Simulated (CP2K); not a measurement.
The N K edge of nitryl fluoride was computed by TDDFT (CP2K XAS_TDP, aug-cc-pVTZ, TDA) at these levels: PBE0, PBEh(45%) and PBEh(45%) + GW2X. The first three lines of N2 (bonded to F and 2 O) with a strength over 0.0015, energy in eV and strength:

```csv
run,first,second,third
1,404.27 (0.076),405.73 (0.069),412.47 (0.012)
2,400.08 (0.076),401.54 (0.070),408.29 (0.012)
3,393.97 (0.065),395.36 (0.055),400.14 (0.008)
```

**Question.** Which run is which?

Run 1: PBEh(45%) + GW2X (45 % exact exchange). Run 2: PBEh(45%) (45 % exact exchange). Run 3: PBE0 (25 % exact exchange). Self-interaction lifts the core level, so the uncorrected lines rise with the share of exact exchange. The GW2X run keeps the spacings of its parent: 1.46 eV between the first two lines in run 1, 1.46 eV in run 2. Its shift is +4.19 eV, since the Kohn–Sham level at this share of exchange lies that far above the quasiparticle level.

[Banner, clock and machine lines of the logs are left out without a mark of their own.]

[Logs are printed without paths, hosts, clocks, repeated set-up lines and the standing remarks that a program may print on its own settings, such as how far it seeks lower states.]

[Hosts, paths, dates, database ids (printed as entryN), source tags and the programs' standing remarks are cut or masked in the printed files.]
